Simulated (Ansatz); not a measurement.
# TiSi2 (Cmcm): zone-centre modes under pressure, part 2 of 2

Aim: how do the optical modes of TiSi2 (Cmcm) move with volume?

Ansatz 0.2.0; DFT LDA, scalar-relativistic, plane waves, PAW; PAW set soft_1.

So far, highest optical mode at the zone centre (no LO-TO term) (cm⁻¹): step 4 (modes at rest) 473; step 6 (volume ratio 1.06) 442.

## 8. Zone-centre modes of the member: 0.9 times the volume at rest

The zone-centre modes follow for 0.9 times the volume at rest.

input.yaml reads:

```yaml
crystal:
  lattice:
    - [1.6936513616, -6.3082979107, 0.0]
    - [1.6936513616, 6.3082979107, 0.0]
    - [0.0, 0.0, 3.4374178671]
  atoms:
    - { symbol: Si, position: [0.5625163664, 0.4374836336, 0.75] }
    - { symbol: Si, position: [0.4374836336, 0.5625163664, 0.25] }
    - { symbol: Si, position: [0.2493030201, 0.7506969799, 0.75] }
    - { symbol: Si, position: [0.7506969799, 0.2493030201, 0.25] }
    - { symbol: Ti, position: [0.8993918606, 0.1006081394, 0.75] }
    - { symbol: Ti, position: [0.1006081394, 0.8993918606, 0.25] }
kpoints:
  mp_grid: { grid: [12, 12, 12] }
hamiltonian:
  xc: lda
  pseudopotentials: { kind: paw, azcp: { folder: soft_1 }, xc_functional: pbe }
scf:
  occupations: { method: methfessel_paxton, width: 0.2 }
output:
  eigenvalues: true
phonons:
  method: dfpt
```

On the command line:

```console
$ ansatz run input.yaml --threads 4 --pin off --max-ram 16384MiB --backend cpu --events-out ev --progress --plain --runs-dir out
```

The job ended after 3.5 min (4 threads of Intel Xeon Platinum 8259CL at 2.50GHz (Skylake/Cascade Lake), shared host; peak memory 2.2 GiB; 13 min of CPU time).

Numbers from this step:

* sum-rule residual before enforcement: 2.62e-5 eV/Å²
* highest optical mode at the zone centre (no LO-TO term): 532.4 cm⁻¹
* lowest optical zone-centre mode: 235.9 cm⁻¹

Patterns of degenerate modes are one choice out of their space. Modes at Γ, with each element's share of the kinetic energy:

```
mode  frequency (cm⁻¹)      symmetry  Si %  Ti %
   1               0.0      acoustic    54    46
   2               0.0      acoustic    54    46
   3               0.0      acoustic    54    46
   4             235.9           B1u    90    10
   5             239.7  not assigned    90    10
   6             239.7  not assigned    44    56
   7             272.0           B2u    77    23
   8             278.4           B3g    19    81
   9             312.6            Ag   100     0
  10             373.7            Ag    26    74
  11             405.3            Ag    74    26
  12             414.7           B2u    69    31
  13             419.4           B1g    73    27
  14             436.3           B3g    99     1
  15             442.3           B1g    83    17
  16             446.2           B1u    56    44
  17             475.9           B3u    56    44
  18             532.4           B3g    82    18
```

The lowest optical mode is real, 236 cm⁻¹, and the highest lies at 532.4 cm⁻¹.

Between step 4 and this run (volume ratio 0.9) the value for the highest optical mode at the zone centre (no LO-TO term) moves from 473 cm⁻¹ to 532 cm⁻¹ (+13 %).

## 9. All members side by side

The members are set side by side, also those not shown above.

Each row is one cell with its response, relaxed at fixed volume as far as symmetry leaves anything free; energies are extrapolated to zero smearing, and E0 is that at rest; shape and atoms are relaxed in each cell where symmetry leaves them free; all runs use 12×12×12 k points and Methfessel-Paxton smearing of 0.2 eV. State of the crystal along the series:

```
volume ratio  V (Å³/atom)  pressure (GPa)  E - E0 (meV/atom)  first cell vector (Å)  third cell vector (Å)
         0.9        12.24           18.98              73.36                  6.532                  3.437
        0.92        12.51           14.33              45.16                  6.596                  3.458
        0.94        12.79           10.15              24.46                   6.66                  3.478
        0.96        13.06           6.398              10.48                  6.725                  3.496
        0.98        13.33           3.028              2.528                   6.79                  3.514
        0.99        13.47           1.473             0.6219                  6.822                  3.523
           1         13.6       -0.001195                  0                  6.855                  3.531
        1.02        13.87          -2.725              2.347                   6.92                  3.548
        1.04        14.15          -5.176              9.078                  6.985                  3.564
        1.06        14.42          -7.382              19.75                   7.05                  3.579
```

Each mode is tracked from rest by its pattern, and modes that stay within 0.3 cm⁻¹ of each other stand once; the 10 lowest of 15 levels; shape and atoms are relaxed in each cell where symmetry leaves them free; all runs use 12×12×12 k points and Methfessel-Paxton smearing of 0.2 eV. Optical modes along the series:

```
V (Å³/atom)  mode 4 B1g (cm⁻¹)  mode 5 to B1u (cm⁻¹)  mode 6 (cm⁻¹)  mode 7 B2u (cm⁻¹)  mode 8 B3g (cm⁻¹)  mode 9 Ag (cm⁻¹)  mode 10 Ag (cm⁻¹)  mode 11 to Ag (cm⁻¹)  mode 12 to B2u (cm⁻¹)  mode 13 B1g (cm⁻¹)
      12.24              239.7                 235.9          239.7                272              278.4             312.6              373.7                 405.3                  414.7               419.4
      12.51              231.4                 229.3          232.3              264.1              270.3             304.7              363.2                 393.4                  401.9               406.1
      12.79              223.3                   223          225.4              256.5              262.3             297.2              352.4                 382.4                  389.4               393.4
      13.06              215.5                   217          218.8              249.1              254.5               290              341.4                 372.3                  377.5               381.1
      13.33              207.9                 211.2          212.5                242              246.8             283.1              330.4                 363.1                  365.9               369.2
      13.47              204.2                 208.4          209.4              238.5                243             279.8                325                 358.8                  360.2               363.5
       13.6              200.6                 205.7          206.5              235.1              239.2             276.5              319.5                 354.7                  354.7               357.8
      13.87              193.6                 200.3          200.8              228.4              231.6             270.2              308.5                 346.9                  343.8               346.8
      14.15              186.9                 195.2          195.3              221.9              224.1             264.2              297.6                 339.6                  333.3               335.9
      14.42              180.6                 190.3          190.1              215.6              216.6             258.5                287                 332.6                  323.3               324.9
```

From cubic fits (parabolas where under five rows exist) of ln ω and P against ln V through the rows within about 4 % of rest: γ = −d ln ω / d ln V and dω/dP = γ ω / B. Slopes at rest:

```
          mode  fitted frequency at rest (cm⁻¹)  Grüneisen parameter γ  dω/dP (cm⁻¹/GPa)
    mode 4 B1g                            200.6                   1.78              2.49
 mode 5 to B1u                            205.7                   1.32              1.89
        mode 6                            206.5                   1.41              2.03
    mode 7 B2u                            235.1                   1.45              2.37
    mode 8 B3g                            239.2                   1.58              2.64
     mode 9 Ag                            276.5                   1.16              2.24
    mode 10 Ag                            319.5                   1.72              3.83
 mode 11 to Ag                            354.7                   1.14              2.82
mode 12 to B2u                            354.7                   1.55              3.84
   mode 13 B1g                            357.8                   1.56               3.9
mode 14 to B3g                            365.7                   1.77               4.5
mode 15 to B1g                            366.7                   1.83              4.67
   mode 16 B1u                            384.3                   1.49                 4
```

## 10. Results

| Quantity | Value |
| --- | --- |
| members | 10 |
| highest optical mode at the zone centre (no LO-TO term), at rest | 472.9 cm⁻¹ |
| bulk modulus at rest | 144 GPa |
| mode 13 B1g, γ | 1.56 |
| mode 14 to B3g, γ | 1.77 |
| mode 15 to B1g, γ | 1.83 |
| mode 16 B1u, γ | 1.49 |

In words: The series spans -7.4 to 19.0 GPa, and the slope at rest gives a bulk modulus of 144 GPa. Among the modes in the table of slopes γ runs from 1.14 (mode 11 to Ag) to 1.83 (mode 15 to B1g). One k mesh and one cutoff serve the ground states and modes of all volumes. These are harmonic frequencies at zero temperature: anharmonic shifts, linewidths and thermal expansion are left out. With no gap, or one that is small against the smearing, the frequencies hang on the k mesh and the smearing, most of all near Kohn anomalies. The PAW files were made for PBE; the program adapts parts of them to the functional of the run, but their partial waves stay those of PBE, an approximation that was not tested in this session. Only the zone centre was solved, so an instability at another wavevector cannot show here.

[Logs are printed without paths, hosts, clocks, repeated set-up lines and the standing remarks that a program may print on its own settings, such as how far it seeks lower states.]

[Hosts, paths, dates, database ids (printed as entryN), source tags and the programs' standing remarks are cut or masked in the printed files.]
